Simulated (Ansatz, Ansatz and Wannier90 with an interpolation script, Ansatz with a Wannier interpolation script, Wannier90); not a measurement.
An input for Ansatz 0.2.0 (SrTiO3 (Tausonite)):

```yaml
crystal:
  lattice:
    - [3.8271744, 0.0, 0.0]
    - [0.0, 3.8271744, 0.0]
    - [0.0, 0.0, 3.954847423]
  atoms:
    - { symbol: Sr, position: [0.5, 0.5, 0.5] }
    - { symbol: Ti, position: [0.0, 0.0, 0.0] }
    - { symbol: O, position: [0.5, 0.0, 0.0] }
    - { symbol: O, position: [0.0, 0.5, 0.0] }
    - { symbol: O, position: [0.0, 0.0, 0.5] }
kpoints:
  mp_grid: { grid: [4, 4, 4] }
hamiltonian:
  xc: lda
scf:
  occupations: { method: fixed }
gw:
  n_empty_bands: 194
  ecut_chi: 130.0
  qp_bands: [v9, c4]
  screening: { model: contour_deformation }
```

```sh
ansatz run input.yaml --threads 14 --pin off --max-ram 73728MiB --backend cpu --events-out ev --progress --plain --runs-dir out
```

Question: Estimate wall time and host memory on 14 threads of Arm Neoverse V2, shared host.

It took 77 s; on shared hardware allow 39 s to 2.6 min. Peak host memory was 1.3 GiB. The sizes that set the cost: 1133 plane waves a state, 18 irreducible k points, 214 bands summed, 187 plane waves in the screening and 8 SCF cycles.

The screening grows as filled bands × empty bands × pairs of k points, times the square of the screening basis for the matrix.

[Paths, hosts, dates, memory and timing lines, banners, echoed tables and standing remarks are left out of the program output.]

[Logs are printed without paths, hosts, clocks, repeated set-up lines and the standing remarks that a program may print on its own settings, such as how far it seeks lower states.]

[Runs of the session that timed out or met a known fault of the program may be left out.]

[Hosts, paths, dates, database ids (printed as entryN), source tags and the programs' standing remarks are cut or masked in the printed files.]
